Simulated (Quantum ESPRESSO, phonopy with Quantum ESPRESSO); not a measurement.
# Grüneisen parameters and expansion of ZnS (F-43m), part 6 of 9

Which modes of ZnS drive its thermal expansion?

Experimental results on record:
- bulk modulus 71.4 GPa near room temperature (given in “High-Throughput Prediction of Finite-Temperature Properties using the Quasi-Harmonic Approximation”, 2016, arXiv:1603.06924)

Quantum ESPRESSO 7.5; DFT PBE, scalar-relativistic, plane waves, GBRV ultrasoft pseudopotentials.

So far. Step 5 (Born charges and dielectric tensor): The Born charges sum to zero within 0.0038 e; the rest is removed before use. Acoustic frequencies in this log differ from zero by the error of the sum rule, which ph.x does not impose. Step 6 (Forces on a displaced cell): At this level the gap is 2.02 eV on the k-mesh of the self-consistent run, which can miss the band edges.

The database entry behind the starting cell differs from later determinations by our own check (about 0.1 % short), so it need not match the best structure at ambient conditions.

## Step 8: Phonons, V/V0 1

This step: DFT PBE, scalar-relativistic, plane waves, GBRV ultrasoft pseudopotentials (phonopy with Quantum ESPRESSO 4.10.0 / 7.5).

It took 3.5 min on 8 threads of Arm Neoverse V1, shared host.

Numbers from this step:

| Property | Result |
| --- | --- |
| point group | -43m |
| highest frequency | 328 cm⁻¹ |
| Debye temperature from the second moment | 418 K |
| lowest frequency on the path | 0 cm⁻¹ |
| zero-point energy | 0.07576 eV/cell |
| Γ frequencies | 0, 0, 0, 261.7, 261.7, 261.7 cm⁻¹ (negative: imaginary) |

Phonopy, LO-TO term from ph.x's tensors. The phonon branches at the labelled points (cm⁻¹):

```
    point  branch 1  branch 2  branch 3  branch 4  branch 5  branch 6
        Γ         0         0         0       262       262       328
  halfway        67        67       142       276       276       320
        X        89        89       205       295       295       311
  halfway        88       103       199       294       296       310
        U        86       128       184       289       295       310
jump to K        86       128       184       289       295       310
  halfway        58        97       138       270       280       318
        Γ         0         0         0       262       262       328
  halfway        51        51       137       268       268       323
        L        70        70       190       275       275       322
  halfway        82       118       178       283       287       315
        W       101       131       176       290       298       308
  halfway        95       108       193       293       297       309
        X        89        89       205       295       295       311
```

The phonon branches as a text plot (rows in cm⁻¹):

```
    321 |*********              ***********************
    308 |         **************                       **********
    294 |         **************                       **********
    280 |     ****         ******               ********
    266 |*****                  ****************
    253 |
    239 |
    226 |
    212 |
    198 |          ******                                    ****
    184 |         *      **                     ******      *
    171 |       **         *                   *      ******
    157 |                   ****             **
    144 |     **           *    *           *
    130 |                 * **                         ******
    116 |    *           *    ** **                   *
    102 |              **       *          *         *   ******
     89 |         *********                         *  **    ****
     75 |  **   **         ***** ****    **     *******
     62 |     **                *            ***
     48 |    *                   *****      *
     34 | ***                      **   ****
     20 | *                          *  *
      7 |*                            **
         Γ           X  U|K            Γ         L        W     X
```

Harmonic. Thermo, by row:

```
T (K)  F_vib (meV/atom)  S (J/mol-atom/K)  C_V (J/mol-atom/K)
    0             37.88                 0                   0
   50             37.38             3.206                6.11
  100             34.04             9.742               13.26
  150             27.32             16.08               17.88
  200             17.52             21.61               20.42
  250              5.06             26.34               21.86
  300             -9.66              30.4               22.72
  350            -26.36             33.95               23.27
  400            -44.78             37.08               23.64
  450            -64.73             39.88                23.9
  500            -86.06             42.41               24.09
  550            -108.7             44.71               24.24
  600            -132.4             46.83               24.35
  650            -157.2             48.78               24.43
  700            -182.9             50.59                24.5
  750            -209.6             52.29               24.56
  800            -237.1             53.87                24.6
  850            -265.4             55.37               24.64
  900            -294.4             56.77               24.67
  950            -324.2             58.11                24.7
 1000            -354.7             59.38               24.72
```

The modes has structure finer than the step of the table below, so its rows give means over 10 cm⁻¹, whole bins alone (the curve runs from -10 to 348 cm⁻¹). Peaks (cm⁻¹: height): S 75.4: 0.00876, 289.1: 0.0727, 311.5: 0.0670; Zn 86.7: 0.0357, 176.6: 0.0367, 280.1: 0.0161, 313.8: 0.00681.

Phonopy on the run's constants, 19x19x19 mesh, Gaussian sigma 2.6 cm⁻¹. Modes against wavenumber; means over each step; values in 1/cm⁻¹/cell:

```
wavenumber (cm⁻¹)        S       Zn
                0   1.4e-5   2.7e-5
               10   8.8e-5   1.8e-4
               20   2.4e-4   5.1e-4
               30   6.8e-4  0.00148
               40  0.00126  0.00295
               50  0.00216  0.00542
               60  0.00370   0.0103
               70  0.00713   0.0227
               80  0.00859   0.0323
               90  0.00680   0.0300
              100  0.00369   0.0165
              110  0.00308   0.0138
              120  0.00299   0.0143
              130  0.00299   0.0143
              140  0.00131  0.00561
              150  0.00113  0.00497
              160  0.00147  0.00890
              170  0.00193   0.0233
              180  0.00152   0.0281
              190   4.1e-4  0.00967
              200   7.0e-5  0.00315
              210   2.4e-6   2.1e-4
              220        0        0
              230        0        0
              240        0        0
              250   3.8e-6   1.9e-6
              260  0.00368  0.00161
              270   0.0258  0.00937
              280   0.0541   0.0155
              290   0.0644   0.0115
              300   0.0133  0.00188
              310   0.0457  0.00466
              320   0.0388  0.00568
              330  0.00314  0.00105
              340   2.6e-6   1.3e-6
```

No LO-TO term. Modes at Γ, with each element's share of the kinetic energy:

```
mode  frequency (cm⁻¹)  symmetry  Zn %  S %
   1               0.0        T2    67   33
   2               0.0        T2    67   33
   3               0.0        T2    67   33
   4             261.7        T2    33   67
   5             261.7        T2    33   67
   6             261.7        T2    33   67
```

Displacements in mode 5 (261.7 cm⁻¹), the largest set to 1:
```
Zn1  0.00 -0.49  0.02
S2   0.00  1.00 -0.05
```

No mode is imaginary beyond numerical noise along the path.

The time given is that of the 2 pw.x runs on displaced cells behind this step.

## Step 9: Ground state at this cell, V/V0 1.015

A tight ground state at this cell gives the energy of this member; its pressure is the stress at this cutoff, which can carry an offset from the finite basis.

This step: DFT PBE, scalar-relativistic, plane waves, GBRV ultrasoft pseudopotentials (Quantum ESPRESSO 7.5).

System of this step: ZnS. It takes space group F-43m (No. 216, cubic). The conventional cell has a = 5.466 Å, b = 5.466 Å, c = 5.466 Å, α = 90.00°, β = 90.00°, γ = 90.00°. Nearest to Zn lie 4 S at 2.37 Å. Nearest to S lie 4 Zn at 2.37 Å. Farther neighbours and most contacts between anions are not listed.

scf.in

```
&CONTROL
  calculation = 'scf'
  prefix      = 'x'
  outdir      = './tmp'
  pseudo_dir  = './pseudo'
  tprnfor     = .true.
  tstress     = .true.
/
&SYSTEM
  ibrav       = 0
  nat         = 2
  ntyp        = 2
  ecutwfc     = 45.0
  ecutrho     = 270.0
  occupations = 'fixed'
  nbnd        = 15
/
&ELECTRONS
  conv_thr         = 1.0d-12
  mixing_beta      = 0.7
  electron_maxstep = 100
/
ATOMIC_SPECIES
 Zn     65.3800  Zn.upf
 S      32.0600  S.upf
CELL_PARAMETERS angstrom
     0.000000000    2.733117754    2.733117754
     2.733117754    0.000000000    2.733117754
     2.733117754    2.733117754    0.000000000
ATOMIC_POSITIONS crystal
 Zn     0.250000000   0.250000000   0.250000000
 S      0.000000000   0.000000000   0.000000000
K_POINTS automatic
 12 12 12 0 0 0
```

Command:

```bash
OMP_NUM_THREADS=1 mpirun -n 8 pw.x -nk 8 -in scf.in > scf.out
```

Output:

```text
[banner, memory and clock lines left out]
Program PWSCF v.7.5

     Message from routine setup:
     using ibrav=0 with symmetry is DISCOURAGED, use correct ibrav instead

     G-vector sticks info

     bravais-lattice index     =            0
     lattice parameter (alat)  =       7.3042  a.u.
     unit-cell volume          =     275.5508 (a.u.)^3
     number of atoms/cell      =            2
     number of atomic types    =            2
     number of electrons       =        26.00
[...]
atom    2 type  2   force =    -0.00000000   -0.00000000   -0.00000000

     Total force =     0.000000     Total SCF correction =     0.000000

     Computing stress (Cartesian axis) and pressure

          total   stress  (Ry/bohr**3)                   (kbar)     P=      -10.44
  -0.00007094  -0.00000000  -0.00000000          -10.44       -0.00       -0.00
  -0.00000000  -0.00007094  -0.00000000           -0.00      -10.44       -0.00
  -0.00000000  -0.00000000  -0.00007094           -0.00       -0.00      -10.44

     XML data file, charge density, pseudopotentials, collected wavefunctions
[key lines of the parts left out:]
!    total energy              =    -485.77100707 Ry
convergence has been achieved in  12 iterations
```

Elapsed: 5.2 s, on 8 MPI ranks.

At this level the gap is 1.96 eV on the k-mesh of the self-consistent run, which can miss the band edges.

## Step 10: Zone-centre response

In a polar crystal the Born charges and ε∞ give the long-range dipole term that a finite supercell misses. They are those of this k-mesh and were not tested on a denser one; where the gap is small they converge slowly, and the LO modes with them.

ph.in

```
phonons
&INPUTPH
  prefix = 'x'
  outdir = './tmp'
  fildyn = 'x.dyn'
  tr2_ph = 1.0d-18
  epsil  = .true.
/
0.000000000 0.000000000 0.000000000
```

scf.in is that of step 9.

Command:

```bash
OMP_NUM_THREADS=1 mpirun -n 8 ph.x -nk 8 -in ph.in > ph.out
```

Output:

```text
[banner, memory and clock lines left out]
Program PHONON v.7.5

     ./tmp/x.save/

     IMPORTANT: XC functional enforced from input :
     Exchange-correlation= PBE
                           (   1   4   3   4   0   0   0)
     Any further DFT definition will be discarded
     Please, verify this is what you really want

     G-vector sticks info

     Reading collected, re-writing distributed wavefunctions in ./tmp/

     Number and degeneracy of irreps per q-point
       N         xq(1)         xq(2)         xq(3)   N irreps
[...]
freq (    1) =      -0.149095 [THz] =      -4.973274 [cm-1]
     freq (    2) =      -0.149095 [THz] =      -4.973274 [cm-1]
     freq (    3) =      -0.149095 [THz] =      -4.973274 [cm-1]
     freq (    4) =       7.632896 [THz] =     254.606019 [cm-1]
     freq (    5) =       7.632896 [THz] =     254.606019 [cm-1]
     freq (    6) =       7.632896 [THz] =     254.606019 [cm-1]
 **************************************************************************

     Mode symmetry, T_d (-43m)  point group:

     freq (   1-   3) =         -5.0  [cm-1]   --> T_2  G_15 P_4   I+R
     freq (   4-   6) =        254.6  [cm-1]   --> T_2  G_15 P_4   I+R
```

Elapsed: 1.9 min, on 8 MPI ranks.

ε∞:

```
5.96 0.00 0.00
0.00 5.96 0.00
0.00 0.00 5.96
```

The Born charges sum to zero within 0.0039 e; the rest is removed before use. Acoustic frequencies in this log differ from zero by the error of the sum rule, which ph.x does not impose.

## Step 11: Forces on a displaced cell

One atom (for the harmonic constants) or a pair of atoms (for the cubic ones) is moved by a few hundredths of an ångström; the forces on all atoms give a column of force constants. The threshold is tight because the forces are small.

System of this step: ZnS. Symmetry: Cm, No. 8, monoclinic system. The conventional cell has a = 13.389 Å, b = 7.730 Å, c = 7.730 Å, α = 90.00°, β = 125.26°, γ = 90.00°. Nearest to Zn lie 4 S at 2.35 to 2.38 Å. Zn has 4 S at 2.37 Å nearest. Nearest to Zn lie 4 S at 2.37 Å. Zn has 4 S at 2.37 Å nearest. Farther neighbours and most contacts between anions are not listed.

disp-00001.in

```
&CONTROL
  calculation = 'scf'
  prefix      = 'x'
  outdir      = './tmp'
  pseudo_dir  = './pseudo'
  tprnfor     = .true.
  disk_io     = 'none'
/
&SYSTEM
  ibrav       = 0
  nat         = 16
  ntyp        = 2
  ecutwfc     = 45.0
  ecutrho     = 270.0
  occupations = 'fixed'
  nbnd        = 106
/
&ELECTRONS
  conv_thr         = 1.0d-11
  mixing_beta      = 0.7
  electron_maxstep = 100
/
ATOMIC_SPECIES
 Zn     65.3800  Zn.upf
 S      32.0600  S.upf
CELL_PARAMETERS angstrom
     0.000000000    5.466235507    5.466235507
     5.466235507    0.000000000    5.466235507
     5.466235507    5.466235507    0.000000000
ATOMIC_POSITIONS crystal
 Zn     0.127587180   0.125000000   0.125000000
 Zn     0.625000000   0.125000000   0.125000000
 Zn     0.125000000   0.625000000   0.125000000
 Zn     0.625000000   0.625000000   0.125000000
 Zn     0.125000000   0.125000000   0.625000000
 Zn     0.625000000   0.125000000   0.625000000
 Zn     0.125000000   0.625000000   0.625000000
 Zn     0.625000000   0.625000000   0.625000000
 S      0.000000000   0.000000000   0.000000000
 S      0.500000000   0.000000000   0.000000000
 S      0.000000000   0.500000000   0.000000000
 S      0.500000000   0.500000000   0.000000000
 S      0.000000000   0.000000000   0.500000000
 S      0.500000000   0.000000000   0.500000000
 S      0.000000000   0.500000000   0.500000000
 S      0.500000000   0.500000000   0.500000000
K_POINTS automatic
 3 3 3 0 0 0
```

Command:

```bash
OMP_NUM_THREADS=1 mpirun -n 4 pw.x -nk 4 -in disp-00001.in > disp-00001.out
```

Output:

```text
[banner, memory and clock lines left out]
Program PWSCF v.7.5

     Message from routine setup:
     using ibrav=0 with symmetry is DISCOURAGED, use correct ibrav instead

     G-vector sticks info

     bravais-lattice index     =            0
     lattice parameter (alat)  =      14.6084  a.u.
     unit-cell volume          =    2204.4061 (a.u.)^3
     number of atoms/cell      =           16
     number of atomic types    =            2
     number of electrons       =       208.00
[...]
atom    1 type  1   force =     0.00016036   -0.00337487   -0.00337487
     atom    2 type  1   force =    -0.00000363    0.00066909    0.00066909
     atom    3 type  1   force =     0.00034961   -0.00040043    0.00031923
[...]
atom   15 type  2   force =    -0.00002140    0.00000304    0.00000304
     atom   16 type  2   force =     0.00002168    0.00000262    0.00000262

     Total force =     0.005924     Total SCF correction =     0.000004
     Message from routine punch:
     Nothing written, as per user request (disk_io='none')
[key lines of the parts left out:]
!    total energy              =   -3886.16617656 Ry
convergence has been achieved in  14 iterations
```

Wall time 3.2 min (4 MPI ranks).

## Step 12: Phonons, V/V0 1.015

This step: DFT PBE, scalar-relativistic, plane waves, GBRV ultrasoft pseudopotentials (phonopy with Quantum ESPRESSO 4.10.0 / 7.5).

Elapsed: 3.2 min, on 8 threads.

No mode is imaginary beyond numerical noise along the path. The highest zone-centre mode (no LO–TO term) moved by -2.7 % for a volume change of +1.5 %.

The time given is that of the 2 pw.x runs on displaced cells behind this step.

## Step 13: Ground state at this cell, V/V0 0.985

A tight ground state at this cell gives the energy of this member; its pressure is the stress at this cutoff, which can carry an offset from the finite basis.

This step: DFT PBE, scalar-relativistic, plane waves, GBRV ultrasoft pseudopotentials (Quantum ESPRESSO 7.5).

System of this step: ZnS. It takes space group F-43m (No. 216, cubic). Conventional cell: a = 5.412 Å, b = 5.412 Å, c = 5.412 Å, α = 90.00°, β = 90.00°, γ = 90.00°. Nearest to Zn lie 4 S at 2.34 Å. Nearest to S lie 4 Zn at 2.34 Å. Farther neighbours and most contacts between anions are not listed.

Changes to scf.in since step 10:

```diff
@@ -26,5 +26,5 @@
 CELL_PARAMETERS angstrom
-     0.000000000    2.733117754    2.733117754
-     2.733117754    0.000000000    2.733117754
-     2.733117754    2.733117754    0.000000000
+     0.000000000    2.705920748    2.705920748
+     2.705920748    0.000000000    2.705920748
+     2.705920748    2.705920748    0.000000000
 ATOMIC_POSITIONS crystal
```

Command:

```bash
OMP_NUM_THREADS=1 mpirun -n 8 pw.x -nk 8 -in scf.in > scf.out
```

Output:

```text
[banner, memory and clock lines left out]
Program PWSCF v.7.5

     Message from routine setup:
     using ibrav=0 with symmetry is DISCOURAGED, use correct ibrav instead

     G-vector sticks info

     bravais-lattice index     =            0
     lattice parameter (alat)  =       7.2315  a.u.
     unit-cell volume          =     267.4064 (a.u.)^3
     number of atoms/cell      =            2
     number of atomic types    =            2
     number of electrons       =        26.00
[...]
atom    2 type  2   force =    -0.00000000    0.00000000    0.00000000

     Total force =     0.000000     Total SCF correction =     0.000000

     Computing stress (Cartesian axis) and pressure

          total   stress  (Ry/bohr**3)                   (kbar)     P=       10.65
   0.00007239  -0.00000000  -0.00000000           10.65       -0.00       -0.00
  -0.00000000   0.00007239  -0.00000000           -0.00       10.65       -0.00
  -0.00000000  -0.00000000   0.00007239           -0.00       -0.00       10.65

     XML data file, charge density, pseudopotentials, collected wavefunctions
[key lines of the parts left out:]
!    total energy              =    -485.77083698 Ry
convergence has been achieved in  12 iterations
```

It took 5.2 s on 8 MPI ranks.

The run ends at a pressure of 1.06 GPa.

## Step 14: Zone-centre response

In a polar crystal the Born charges and ε∞ give the long-range dipole term that a finite supercell misses. They are those of this k-mesh and were not tested on a denser one; where the gap is small they converge slowly, and the LO modes with them.

ph.in is that of step 10.

scf.in is that of step 13.

Command:

```bash
OMP_NUM_THREADS=1 mpirun -n 8 ph.x -nk 8 -in ph.in > ph.out
```

Output:

```text
[banner, memory and clock lines left out]
Program PHONON v.7.5

     ./tmp/x.save/

     IMPORTANT: XC functional enforced from input :
     Exchange-correlation= PBE
                           (   1   4   3   4   0   0   0)
     Any further DFT definition will be discarded
     Please, verify this is what you really want

     G-vector sticks info

     Reading collected, re-writing distributed wavefunctions in ./tmp/

     Number and degeneracy of irreps per q-point
       N         xq(1)         xq(2)         xq(3)   N irreps
[...]
freq (    1) =      -0.049735 [THz] =      -1.658975 [cm-1]
     freq (    2) =      -0.049735 [THz] =      -1.658975 [cm-1]
     freq (    3) =      -0.049735 [THz] =      -1.658975 [cm-1]
     freq (    4) =       8.057009 [THz] =     268.752876 [cm-1]
     freq (    5) =       8.057009 [THz] =     268.752876 [cm-1]
     freq (    6) =       8.057009 [THz] =     268.752876 [cm-1]
 **************************************************************************

     Mode symmetry, T_d (-43m)  point group:

     freq (   1-   3) =         -1.7  [cm-1]   --> T_2  G_15 P_4   I+R
     freq (   4-   6) =        268.8  [cm-1]   --> T_2  G_15 P_4   I+R
```

Wall time 1.9 min (8 MPI ranks).

ε∞:

```
5.94 0.00 0.00
0.00 5.94 0.00
0.00 0.00 5.94
```

The Born charges sum to zero within 0.0038 e; the rest is removed before use. Acoustic frequencies in this log differ from zero by the error of the sum rule, which ph.x does not impose.

[end of part 6 of 9]

[Logs are printed without paths, hosts, clocks, repeated set-up lines and the standing remarks that a program may print on its own settings, such as how far it seeks lower states.]

[Hosts, paths, dates, database ids (printed as entryN), source tags and the programs' standing remarks are cut or masked in the printed files.]

[A step with changed settings may run another functional than the one named; its input shows which.]

[Of the runs on displaced cells, only some may be shown.]
